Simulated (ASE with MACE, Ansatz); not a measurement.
# Slip curve of the generalised stacking fault on (111) of Ge (glide set), along <112>

How much energy does it take to slide one half of the crystal over the other along this direction, and where is the resistance greatest?

Calculated with Ansatz 0.2.0: Kohn-Sham DFT, PBE, PAW (set soft_2), plane waves; cutoff 420 eV, k-mesh 5×5×1, fermi-dirac smearing of 0.025 eV. At each slip the atoms were relaxed along the normal alone with PBE, from a start eased by a machine-learned potential, then solved with PBE and PBEsol.

**The cell**

The cell holds 16 atoms: 16 Ge. Its edges and angles: a = 4.073 Å, b = 4.073 Å, c = 26.708 Å, α = 94.4°, β = 94.4°, γ = 60.0°. It derives from Ge. The starting structure: 64 atoms of Ge, stacked on (1 1 1); one fault a cell: the periodic image above is shifted rigidly by 0.000 Å along the in-plane vector of length 7.055 Å (<112> type); atoms relaxed along the normal alone with the MACE-MP-0b2 potential. Lattice constants are starting values near those of PBE. Folded to one surface cell (a quarter of the atoms). This is the unshifted member, which holds no fault.

The input of the single point at a slip of 1.411 Å:

```yaml
crystal:
  lattice:
    - [4.07294, 0.0, 0.0]
    - [2.03647, 3.52726, 0.0]
    - [-0.81459, -0.4703, 26.6043]
  atoms:
    - { symbol: Ge, position: [0.37604, 0.37604, 0.3202] }
    - { symbol: Ge, position: [0.38842, 0.38842, 0.41308] }
    - { symbol: Ge, position: [0.72575, 0.72575, 0.4431] }
    - { symbol: Ge, position: [0.73819, 0.73819, 0.53635] }
    [... 10 atom lines left out ...]
    - { symbol: Ge, position: [0.8242, 0.8242, 0.18155] }
    - { symbol: Ge, position: [0.83658, 0.83658, 0.27443] }
kpoints:
  mp_grid: { grid: [5, 5, 1] }
hamiltonian:
  xc: pbe
scf:
  occupations: { method: fermi_dirac, width: 0.025 }
output:
  forces: true
  stress: true
  populations: true
  dos:
    method: { smearing: { sigma: 0.08 } }
    de: 0.1
    projected: { site_lists: { Ge: [Ge] } }
  eigenvalues: true
  write_density: true
  write_potential: true
  volumetric_format: npy
```

**Fault energy**

Free energy less that of the unshifted cell, over the area of 14.37 Å², in mJ/m²:

| slip (Å) | share of the vector | PBE | PBEsol | gain on relaxing in DFT, from the eased start (mJ/m²) |
| --- | --- | --- | --- | --- |
| 0.000 | 0.000 | 0 | 0 | 0 |
| 0.235 | 0.033 | 210 | 202 | 2 |
| 0.470 | 0.067 | 644 | 620 | 13 |
| 0.706 | 0.100 | 997 | 945 | 13 |
| 0.941 | 0.133 | 1219 | 1155 | 19 |
| 1.176 | 0.167 | 1321 | 1252 | 22 |
| 1.411 | 0.200 | 1260 | 1196 | 21 |
| 1.646 | 0.233 | 1049 | 995 | 17 |
| 1.881 | 0.267 | 710 | 682 | 17 |
| 2.116 | 0.300 | 278 | 265 | 5 |
| 2.352 | 0.333 | 70 | 63 | 2 |
| 2.587 | 0.367 | 362 | 346 | 6 |

Worked for the highest row at PBE: (-68718.1776) − (-68719.3623) = 1.1847 eV; over 14.37 Å², times 16022, gives 1321 mJ/m².

**Findings**

With PBE the highest energy among the slips run is 1321 mJ/m², at 1.18 Å. A local minimum of 70 mJ/m² lies at 2.35 Å, a fault that is stable against slip along this line. The steepest rise among the rows up to the first local maximum that they show, between 0.23 and 0.47 Å, is 18.5 GPa, the slope of a chord between sampled slips; the true steepest slope can be larger. At the highest row the other levels give 1252 (PBEsol) mJ/m².

Limits: The cell's length along the normal is held and atoms can't move in the plane, so the energies are upper bounds on a freely relaxed path. The cell tilts with the slip and its k-mesh tilts with it, which can add an error that grows with the slip. Faults repeat every 27 Å along the normal. The lattice constant is the typed one for every functional. In some runs the program notes that the atoms just miss a symmetry operation. Further notices: symmetry narrowed to a group.

[Logs are printed without paths, hosts, clocks, repeated set-up lines and the standing remarks that a program may print on its own settings, such as how far it seeks lower states.]

[Hosts, paths, dates, database ids (printed as entryN), source tags and the programs' standing remarks are cut or masked in the printed files.]
